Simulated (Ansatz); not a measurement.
# Na2PbI2Cl2: complex band structure

Aim: relax a made-up compound, Na2PbI2Cl2, and see how good a tunnel barrier it would be. It is built by putting Na for Cs in the Cs2PbI2Cl2 structure of space group I4/mmm, with the volume rescaled by atomic radii. The parent structure comes from the Materials Project.

Method: r2SCAN DFT, plane waves, PAW files, in the first sound run; inputs show where later runs differ, in Ansatz 0.2.0.

The structure was built from a prototype and need not be the compound's stable phase.

### 1. Starting point

Symmetry: I4/mmm, No. 139, tetragonal system. Conventional cell: a = 5.203 Å, b = 5.203 Å, c = 17.577 Å, α = 90.00°, β = 90.00°, γ = 90.00°. Nearest to Na lie 4 Cl at 3.48 Å and 5 I at 3.56 to 3.73 Å. Nearest to Pb lie 4 Cl at 2.60 Å and 2 I at 2.92 Å. Nearest to I lie 1 Pb at 2.92 Å and 5 Na at 3.56 to 3.73 Å. Nearest to Cl lie 2 Pb at 2.60 Å and 4 Na at 3.48 Å. It derives from Cs2PbI2Cl2. Na for Cs in the Cs2PbI2Cl2 structure of space group I4/mmm. Farther neighbours and most contacts between anions are not listed.

### 2. Relaxing the new crystal

The substituted atoms don't fit the parent's cell, so cell and atoms relax together. A small smearing keeps the run stable in case the gap closes on the way.

The input, input.yaml:

```yaml
crystal:
  lattice:
    - [-2.6014146906, 2.6014146906, 8.7884842513]
    - [2.6014146906, -2.6014146906, 8.7884842513]
    - [2.6014146906, 2.6014146906, -8.7884842513]
  atoms:
    - { symbol: Na, position: [0.368645, 0.368645, 0.0] }
    - { symbol: Na, position: [0.631355, 0.631355, 0.0] }
    - { symbol: Pb, position: [0.0, 0.0, 0.0] }
    - { symbol: I, position: [0.166328, 0.166328, 0.0] }
    - { symbol: I, position: [0.833672, 0.833672, 0.0] }
    - { symbol: Cl, position: [0.5, 0.0, 0.5] }
    - { symbol: Cl, position: [0.0, 0.5, 0.5] }
kpoints:
  mp_grid: { grid: [6, 6, 6] }
scf:
  occupations: { method: gaussian, width: 0.03 }
hamiltonian:
  xc: r2scan
output:
  forces: true
  stress: true
relax:
  f_tol: 0.02
  max_steps: 60
  cell: {}
```

Run with:

```sh
$ ansatz run input.yaml --threads 2 --pin off --max-ram 4096MiB --backend cpu --events-out ev --progress --plain --runs-dir out
```

Numbers of over 12 decimals in the logs are rounded to 6 here.

The log of the run:

```text
basis.fft_grid_basis auto: the FFT boxes are laid along the combinations [[1, 0, 1], [0, 1, 1], [0, 0, 1]] of the cell's own vectors, 5.203, 5.203 and 9.527 Å long. The dense box has 40×40×72 points. Along the cell's own vectors, as sized, it would have 72×72×72, 3.24 times as many. Of the 16 symmetry operations that the crystal satisfies within crystal.symmetry.tolerance (time reversal apart; of a slab, those that k [...]
Engine: ansatz 0.2.0, x86_64-unknown-linux-gnu
Pseudopotentials: kind: paw
Pseudopotential: Na, paw, valence charge 9, recommended cutoff 500 eV (meta_gga), Na.paw.azcp
Pseudopotential: Pb, paw, valence charge 14, recommended cutoff 500 eV (meta_gga), Pb.paw.azcp
Pseudopotential: I, paw, valence charge 17, recommended cutoff 500 eV (meta_gga), I.paw.azcp
Pseudopotential: Cl, paw, valence charge 7, recommended cutoff 500 eV (meta_gga), Cl.paw.azcp
Functional definition: r2SCAN
  parameter k0 = 0.174
  parameter k1 = 0.065
  parameter a1 = 4.9479
  exchange = r2scan_x(k0 = k0, k1 = k1, a1 = a1)
  correlation = r2scan_c
Crystal: 7 atoms, lattice volume = 237.899 Å³
Basis set: ecut = 500 eV, 6033 PW (Γ), FFT grids on a1+a3, a2+a3, a3, exchange–correlation on 160×160×288 points (64 copies of the dense FFT grid, shifted against one another)
Bands: 48, of which v1, the nominal top of the filled ones, is band 40 counted from 1 (39 counted from 0)
Symmetry: 16 space group operations
Space group: I4/mmm (ITA 139), of the structure as read, at distance tolerance 6.2e-5 Å
k-points: 30 of 216
Non-local potential: Na, projectors of the file, l = 0: 3, l = 1: 2, l = 2: 1
Non-local potential: Pb, projectors of the file, l = 0: 2, l = 1: 2, l = 2: 2, l = 3: 2
Non-local potential: I, projectors of the file, l = 0: 2, l = 1: 2, l = 2: 2, l = 3: 2
Non-local potential: Cl, projectors of the file, l = 0: 2, l = 1: 2, l = 2: 2
PAW form: soft (Blöchl's): semilocal exchange-correlation on the pseudo side does not see the compensation charge
PAW frozen core: Na, regenerated for the run's functional (the file was generated under x = pbe(κ = 0.804, μ = 0.219515), c = pbe(β = 0.066725))
PAW frozen core: Pb, regenerated for the run's functional (the file was generated under x = pbe(κ = 0.804, μ = 0.219515), c = pbe(β = 0.066725))
PAW frozen core: I, regenerated for the run's functional (the file was generated under x = pbe(κ = 0.804, μ = 0.219515), c = pbe(β = 0.066725))
PAW frozen core: Cl, regenerated for the run's functional (the file was generated under x = pbe(κ = 0.804, μ = 0.219515), c = pbe(β = 0.066725))
PAW one-centre angular grid: Na, 302 points (default); XC on 339 of its mesh's 2595 points in the sphere
PAW one-centre angular grid: Pb, 590 points (default); XC on 160 Gauss nodes
PAW one-centre angular grid: I, 590 points (default); XC on 160 Gauss nodes
PAW one-centre angular grid: Cl, 302 points (default); XC on 160 Gauss nodes
Initial density: superposition of atomic densities (neutral atoms: chi_scale 0, normalization atom), corrected by the library's trained network
Initial wavefunctions: pseudopotential atomic-orbital guess
Functional: x = r2scan, c = r2scan; τ floored in thin density (d = 2e-4 eV/Å³)
SCF iter   1: F=—  HF=-32129.245563 eV  |F-HF|=—  |Δ(HF+E_count)|=         —  Δρ=5.07e-3  dr2=4.58e-2  dr2_τ=7.59e-3  ethr=1.77e-3  ⟨swp⟩=9.6  Hψ=6635  notcnv=0  defer=7
preconditioner: auto → Resta (q_TF=auto, 2.275 Å⁻¹)  ε∞=2.9  [insulator: Δε(μ)=1.532 eV  Ē_g=9.579 eV  σ=0.030 eV  W_gap=1.00  n_scr=50 (ndim 8)  ℏωp=13.2 eV  f_vac=0.162  D(μ)=0.00/eV (n_scr^D=0)  ε∞_Penn≈2.9]
SCF iter   2: F=—  HF=-32129.280899 eV  |F-HF|=—  |Δ(HF+E_count)|=   3.53e-2  Δρ=1.98e-3  dr2=8.71e-3  dr2_τ=7.00e-4  ethr=5.72e-5  ⟨swp⟩=3.1  Hψ=3130  notcnv=0  defer=81
SCF iter   3: F=—  HF=-32129.280959 eV  |F-HF|=—  |Δ(HF+E_count)|=   6.05e-5  Δρ=6.72e-4  dr2=1.23e-3  dr2_τ=5.99e-5  ethr=1.09e-5  ⟨swp⟩=2.1  Hψ=2312  notcnv=0  defer=51
automatic band count: iteration 3 solves 47 bands in place of 48: the levels show a gap, and the empty bands left out lie too high to hold charge; the band table lists the bands solved (type scf.n_extra_bands for more)
SCF iter   4: F=—  HF=-32129.281239 eV  |F-HF|=—  |Δ(HF+E_count)|=   2.80e-4  Δρ=1.25e-4  dr2=6.28e-5  dr2_τ=4.30e-6  ethr=1.54e-6  ⟨swp⟩=2.4  Hψ=2441  notcnv=0  defer=51
SCF iter   5: F=—  HF=-32129.281232 eV  |F-HF|=—  |Δ(HF+E_count)|=   6.74e-6  Δρ=2.93e-5  dr2=3.96e-6  dr2_τ=3.58e-7  ethr=7.85e-8  ⟨swp⟩=2.1  Hψ=1976  notcnv=0  defer=51
SCF iter   6: F=—  HF=-32129.281234 eV  |F-HF|=—  |Δ(HF+E_count)|=   1.06e-6  Δρ=1.12e-5  dr2=3.55e-7  dr2_τ=5.86e-9  ethr=4.94e-9  ⟨swp⟩=2.1  Hψ=2280  notcnv=0  defer=51
SCF iter   7: F=-32129.281234 eV  HF=-32129.281234 eV  |F-HF|=8.60e-9  |Δ(HF+E_count)|=   9.66e-8  Δρ=2.59e-6  dr2=2.06e-8  dr2_τ=9.04e-10  ethr=1.25e-10  ⟨swp⟩=5.6  Hψ=5448  notcnv=0
SCF 1 converged in 7 iterations: F = -32129.281234 eV  dr2 = 2.06e-8
  greatest PAW one-centre occupation: 1.000 electrons in one spin orbital (limit 2), on the Na atom at site 1 (counted from 0), in its partial waves of l = 0
relax step   1: F+E_penalty+E_count = -32129.28123363 eV  Δ(F+E_penalty+E_count) = +0.000e0 eV  max|allowed force component| = 1.709e0 eV/Å  Δτ_max = 0.0000 Å  P = +4.998 GPa  Ω = 237.899 Å³  (7 SCF iters, dr2 threshold 1.00e-7 eV, accepted)
Crystal: 7 atoms, lattice volume = 257.576 Å³
Basis set: ecut = 500 eV, 6537 PW (Γ), FFT grids on a1+a3, a2+a3, a3, exchange–correlation on 160×160×288 points (64 copies of the dense FFT grid, shifted against one another)
Initial density: handed on by an earlier stage of this run
Initial wavefunctions: those handed on with the density
iter 1 solved again at ethr=1.27e-4 eV; its pass at ethr=3.10e-3 eV (dr2=1.01e-1 eV) is discarded
SCF iter   1: F=—  HF=-32129.028891 eV  |F-HF|=—  |Δ(HF+E_count)|=         —  Δρ=5.72e-3  dr2=9.73e-2  dr2_τ=7.35e-1  ethr=1.27e-4  ⟨swp⟩=2.4  Hψ=7932  notcnv=0
automatic band count: iteration 1 solves 46 bands in place of 48: the levels show a gap, and the empty bands left out lie too high to hold charge; the band table lists the bands solved (type scf.n_extra_bands for more)
preconditioner: auto → Resta (q_TF=auto, 2.245 Å⁻¹)  ε∞=3.1  [insulator: Δε(μ)=2.345 eV  Ē_g=8.649 eV  σ=0.030 eV  W_gap=1.00  n_scr=50 (ndim 8)  ℏωp=12.7 eV  f_vac=0.202  D(μ)=0.00/eV (n_scr^D=0)  ε∞_Penn≈3.1]
SCF iter   2: F=—  HF=-32130.008650 eV  |F-HF|=—  |Δ(HF+E_count)|=   9.80e-1  Δρ=3.34e-3  dr2=2.62e-2  dr2_τ=1.25e-3  ethr=1.22e-4  ⟨swp⟩=4.7  Hψ=3376  notcnv=0  defer=2
[...]
preconditioner: auto → Resta (q_TF=auto, 2.231 Å⁻¹)  ε∞=3.1  [insulator: Δε(μ)=2.849 eV  Ē_g=8.555 eV  σ=0.030 eV  W_gap=1.00  n_scr=50 (ndim 8)  ℏωp=12.4 eV  f_vac=0.217  D(μ)=0.00/eV (n_scr^D=0)  ε∞_Penn≈3.1]
SCF iter   2: F=—  HF=-32130.130449 eV  |F-HF|=—  |Δ(HF+E_count)|=   1.80e-1  Δρ=2.12e-3  dr2=9.63e-3  dr2_τ=6.70e-4  ethr=4.02e-5  ⟨swp⟩=4.4  Hψ=3177  notcnv=0
SCF iter   3: F=—  HF=-32130.127538 eV  |F-HF|=—  |Δ(HF+E_count)|=   2.91e-3  Δρ=5.05e-4  dr2=5.81e-4  dr2_τ=8.21e-5  ethr=1.20e-5  ⟨swp⟩=2.1  Hψ=2939  notcnv=0  defer=33
SCF iter   4: F=—  HF=-32130.127655 eV  |F-HF|=—  |Δ(HF+E_count)|=   1.17e-4  Δρ=1.72e-4  dr2=6.78e-5  dr2_τ=7.79e-6  ethr=7.26e-7  ⟨swp⟩=2.0  Hψ=2540  notcnv=0  defer=33
SCF iter   5: F=—  HF=-32130.127730 eV  |F-HF|=—  |Δ(HF+E_count)|=   7.56e-5  Δρ=4.71e-5  dr2=5.80e-6  dr2_τ=3.47e-7  ethr=8.47e-8  ⟨swp⟩=2.0  Hψ=2547  notcnv=0  defer=33
SCF iter   6: F=-32130.127737 eV  HF=-32130.127736 eV  |F-HF|=1.41e-7  |Δ(HF+E_count)|=   6.24e-6  Δρ=1.06e-5  dr2=2.06e-7  dr2_τ=1.73e-8  ethr=8.75e-10  ⟨swp⟩=5.1  Hψ=5879  notcnv=0
SCF 3 converged in 6 iterations: F = -32130.127737 eV  dr2 = 2.06e-7
relax step   3: F+E_penalty+E_count = -32130.12773661 eV  Δ(F+E_penalty+E_count) = -1.252e-1 eV  max|allowed force component| = 1.630e-1 eV/Å  Δτ_max = 0.0447 Å  P = +0.086 GPa  Ω = 267.788 Å³  energy of the carried Pulay correction = -2.330e-3 eV  (6 SCF iters, dr2 threshold 7.00e-7 eV, accepted)
[...]
relax step   4: F+E_penalty+E_count = -32130.18267718 eV  Δ(F+E_penalty+E_count) = -5.494e-2 eV  max|allowed force component| = 1.192e-1 eV/Å  Δτ_max = 0.1123 Å  P = -0.067 GPa  Ω = 267.922 Å³  energy of the carried Pulay correction = -2.340e-3 eV  (6 SCF iters, dr2 threshold 7.00e-7 eV, accepted)
[...]
relax step   5: F+E_penalty+E_count = -32130.18588456 eV  Δ(F+E_penalty+E_count) = -3.207e-3 eV  max|allowed force component| = 1.769e-2 eV/Å  Δτ_max = 0.0333 Å  P = -0.075 GPa  Ω = 268.027 Å³  energy of the carried Pulay correction = -2.347e-3 eV  (6 SCF iters, dr2 threshold 7.00e-7 eV, accepted)
[...]
relax step   6: F+E_penalty+E_count = -32130.18729958 eV  Δ(F+E_penalty+E_count) = -1.415e-3 eV  max|allowed force component| = 1.698e-2 eV/Å  Δτ_max = 0.0093 Å  P = +0.026 GPa  Ω = 266.453 Å³  energy of the carried Pulay correction = -2.232e-3 eV  (6 SCF iters, dr2 threshold 1.37e-7 eV, accepted)
[...]
relax step   7: F+E_penalty+E_count = -32130.19081638 eV  Δ(F+E_penalty+E_count) = -3.517e-3 eV  max|allowed force component| = 1.703e-2 eV/Å  Δτ_max = 0.0000 Å  P = +0.033 GPa  Ω = 266.453 Å³  stress off target by 5.06e-2 GPa  SCF on the basis re-selected at this cell (its energy is not comparable with the rows above)  (9 SCF iters)
[...]
relax step   8: F+E_penalty+E_count = -32130.19082986 eV  Δ(F+E_penalty+E_count) = -1.348e-5 eV  max|allowed force component| = 1.340e-2 eV/Å  Δτ_max = 0.0153 Å  P = -0.029 GPa  Ω = 266.719 Å³  energy of the carried Pulay correction = -1.826e-5 eV  (7 SCF iters, dr2 threshold 6.41e-9 eV, accepted)
iter 1 solved again at ethr=1.77e-7 eV; its pass at ethr=3.10e-3 eV (dr2=1.41e-4 eV) is discarded
SCF iter   1: F=—  HF=-32130.190802 eV  |F-HF|=—  |Δ(HF+E_count)|=         —  Δρ=3.54e-5  dr2=6.16e-8  dr2_τ=6.00e-9  ethr=1.77e-7  ⟨swp⟩=4.0  Hψ=10724  notcnv=0
eigensolver tolerance schedule: the retry pair's looser diagonalisation over-reported the residual by 2295.54 of it (diagonalisation noise at 0.15 of the residual, at the tolerance the schedule requests for it); recorded, not acted on — ethr = c·dr2/N_el stays at c = 1.0e-1
preconditioner: auto → Resta (q_TF=auto, 2.232 Å⁻¹)  ε∞=2.9  [insulator: Δε(μ)=2.893 eV  Ē_g=8.977 eV  σ=0.030 eV  W_gap=1.00  n_scr=50 (ndim 8)  ℏωp=12.5 eV  f_vac=0.216  D(μ)=0.00/eV (n_scr^D=0)  ε∞_Penn≈2.9]
SCF iter   2: F=—  HF=-32130.190857 eV  |F-HF|=—  |Δ(HF+E_count)|=   5.52e-5  Δρ=1.78e-5  dr2=1.67e-8  dr2_τ=3.79e-7  ethr=7.70e-11  ⟨swp⟩=3.0  Hψ=3333  notcnv=0
SCF iter   3: F=—  HF=-32130.190850 eV  |F-HF|=—  |Δ(HF+E_count)|=   6.31e-6  Δρ=6.00e-7  dr2=6.67e-10  dr2_τ=3.20e-10  ethr=2.08e-11  ⟨swp⟩=2.0  Hψ=2640  notcnv=0
SCF iter   4: F=—  HF=-32130.190850 eV  |F-HF|=—  |Δ(HF+E_count)|=  7.28e-12  Δρ=1.70e-7  dr2=8.76e-11  dr2_τ=8.94e-12  ethr=1.00e-12  ⟨swp⟩=5.3  Hψ=5540  notcnv=0
SCF iter   5: F=-32130.190850 eV  HF=-32130.190850 eV  |F-HF|=7.28e-12  |Δ(HF+E_count)|=  5.09e-11  Δρ=3.78e-8  dr2=6.80e-12  dr2_τ=7.87e-13  ethr=1.00e-12  ⟨swp⟩=5.0  Hψ=5038  notcnv=0
SCF 9 converged in 5 iterations: F = -32130.190850 eV  dr2 = 6.80e-12
relax step   9: F+E_penalty+E_count = -32130.19085043 eV  Δ(F+E_penalty+E_count) = -2.057e-5 eV  max|allowed force component| = 1.342e-2 eV/Å  Δτ_max = 0.0000 Å  P = -0.029 GPa  Ω = 266.719 Å³  stress off target by 4.51e-2 GPa  SCF on the basis re-selected at this cell (its energy is not comparable with the rows above)  (5 SCF iters)
basis re-selected at this cell: Δ(F+E_penalty+E_count) = -2.057e-5 eV, ΔP = +0.000 GPa vs the last step (what re-selecting the basis moved, of the pressure what is left beyond the Pulay correction that the steps carried, after the strain that the cell walked since its last selection, with what the two solves' SCF thresholds leave and, on support functions, any second-order correction that the steps lacked; it is no m [...]
SCF converged after 5 iterations
Free energy (F): -32130.190850 eV
Harris-Foulkes:  -32130.190850 eV  (|F-HF|=7.28e-12)
Internal energy: -32130.190850 eV  (E = F + TS)
E sigma→0 (E₀):  -32130.190850 eV
Fermi energy:    3.830585 eV
--- Per-component energies (eV) ---
  E_band       = -1550.151273
  E_kinetic    = 1225.670822
  E_local      = -9392.302441  (includes V_loc(G=0)·N_el)
  E_nonlocal   = 458.347017
  E_hartree    = 4101.141659
  E_xc         = -732.121866
  E_vxc        = -805.739161  (∫ρ·V_xc dr)
  E_paw        = -21977.141689  (= ΣΔE_a)
  E_vpaw       = -1290.735447  (= ΣTr[D̂ρ^β])
  E_aug_tail   = 0.000007  (compensation charges beyond the density's cutoff)
  E_vtau       = 52.324605  (kinetic-family band-sum trace: ∫τ·v_τ [+ j·A + Jᵃ·Aᵃ] dr)
  E_ewald      = -5814.570621
  E_core_change = 0.786260  (= ΣΔE_core)
  E_smearing   = -0.000000  (= −TS)
  E_closure    = 0.000000  (closes the sum)
  Σ components = -32130.190850   (vs F -32130.190850, Δ=0.00e0)
--- Forces (eV/Å), atoms counted from 1 ---
  atom   1  Na    -0.00000000    -0.00000000    -0.00577987
  atom   2  Na     0.00000000    -0.00000000     0.00577987
  atom   3  Pb    -0.00000000     0.00000000    -0.00000000
  atom   4  I     -0.00000000     0.00000000    -0.01342358
  atom   5  I      0.00000000    -0.00000000     0.01342358
  atom   6  Cl     0.00000000     0.00000000     0.00000000
  atom   7  Cl    -0.00000000     0.00000000    -0.00000000
  max |Σ_I F_I| component: 8.67e-18 eV/Å
--- Stress (GPa, compression-positive) ---
       -0.021541       0.000000       0.000000
        0.000000      -0.021541      -0.000000
        0.000000      -0.000000      -0.045108
  P = ⅓ Tr σ = -0.0294 GPa (-0.294 kbar)
--- Relaxed structure (7 steps of the walk, 7 accepted, 2 SCFs on fresh bases) ---
  F+E_penalty+E_count = -32130.19085043 eV   max|allowed force component| = 1.342e-2 eV/Å   (the final SCF, on the basis selected at the relaxed cell)
  cell:  # Å, volume = 266.7187 Å³
    - [-2.794142, 2.794142, 8.540759]
    - [2.794142, -2.794142, 8.540759]
    - [2.794142, 2.794142, -8.540759]
  atoms:
    - { symbol: Na, position: [0.365001, 0.365001, 0] }
    - { symbol: Na, position: [0.634999, 0.634999, 0] }
    - { symbol: Pb, position: [6.767518921509612e-19, 6.767518921509417e-19, 0] }
    - { symbol: I, position: [0.185168, 0.185168, 0] }
    - { symbol: I, position: [0.814832, 0.814832, 0] }
    - { symbol: Cl, position: [0.5, 6.767518921509549e-19, 0.5] }
    - { symbol: Cl, position: [6.767518921509614e-19, 0.5, 0.5] }
```

Wall time 3.3 min (2 threads of Intel Xeon Platinum 8259CL at 2.50GHz (Skylake/Cascade Lake), shared host); peak memory 1.4 GiB.

Step by step:

| step | energy less that of the first step (eV) | largest force component (eV/Å) | pressure (GPa) | volume (Å³) |
| --- | --- | --- | --- | --- |
| 1 | 0.0000 | 1.7088 | 5.00 | 237.90 |
| 2 | -0.7213 | 0.2070 | 1.16 | 257.58 |
| 3 | -0.8465 | 0.1630 | 0.09 | 267.79 |
| 4 | -0.9014 | 0.1192 | -0.07 | 267.92 |
| 5 | -0.9047 | 0.0177 | -0.08 | 268.03 |
| 6 | -0.9061 | 0.0170 | 0.03 | 266.45 |
| 7* | -0.9096 | 0.0170 | 0.03 | 266.45 |
| 8 | -0.9096 | 0.0134 | -0.03 | 266.72 |
| 9* | -0.9096 | 0.0134 | -0.03 | 266.72 |

Relaxation steps marked * repeat the geometry before them on a plane-wave basis chosen anew for their cell, so energy and pressure can jump there.

Forces are held to the 16 operations that the run works with; a distortion that breaks them can't arise in this run.

```
conventional cell, symmetrised  before   after   change
                         a (Å)   5.203   5.588   +7.4 %
                         b (Å)   5.203   5.588   +7.4 %
                         c (Å)  17.577  17.082   -2.8 %
              volume (Å³/atom)   33.99   38.10  +12.1 %
```

The atoms that moved most (Å, as changes of fractional coordinates times the final cell):

```csv
atom,dx,dy,dz,length
I5,0.000,0.000,-0.322,0.322
I4,0.000,0.000,0.322,0.322
Na1,0.000,0.000,-0.062,0.062
Na2,0.000,0.000,0.062,0.062
```

The relaxed structure:

```cif
data_structure
_symmetry_space_group_name_H-M 'P 1'
_symmetry_Int_Tables_number 1
_cell_length_a 9.4106
_cell_length_b 9.4106
_cell_length_c 9.4106
_cell_angle_alpha 145.455
_cell_angle_beta 145.455
_cell_angle_gamma 49.657
_cell_volume 266.72
loop_
_atom_site_label
_atom_site_type_symbol
_atom_site_fract_x
_atom_site_fract_y
_atom_site_fract_z
_atom_site_occupancy
Na1 Na 0.36500 0.36500 0.00000 1
Na2 Na 0.63500 0.63500 0.00000 1
Pb3 Pb 0.00000 0.00000 0.00000 1
I4 I 0.18517 0.18517 0.00000 1
I5 I 0.81483 0.81483 0.00000 1
Cl6 Cl 0.50000 0.00000 0.50000 1
Cl7 Cl 0.00000 0.50000 0.50000 1
```

This step gave:

| Property | Result |
| --- | --- |
| free energy | -32130.1909 eV |
| Fermi energy | 3.831 eV |
| pressure | -0.02940 GPa |

The largest force component on a free atom ends at 0.013 eV/Å.

[end of part 1 of 3]

[Logs are printed without paths, hosts, clocks, repeated set-up lines and the standing remarks that a program may print on its own settings, such as how far it seeks lower states.]

[Hosts, paths, dates, database ids (printed as entryN), source tags and the programs' standing remarks are cut or masked in the printed files.]
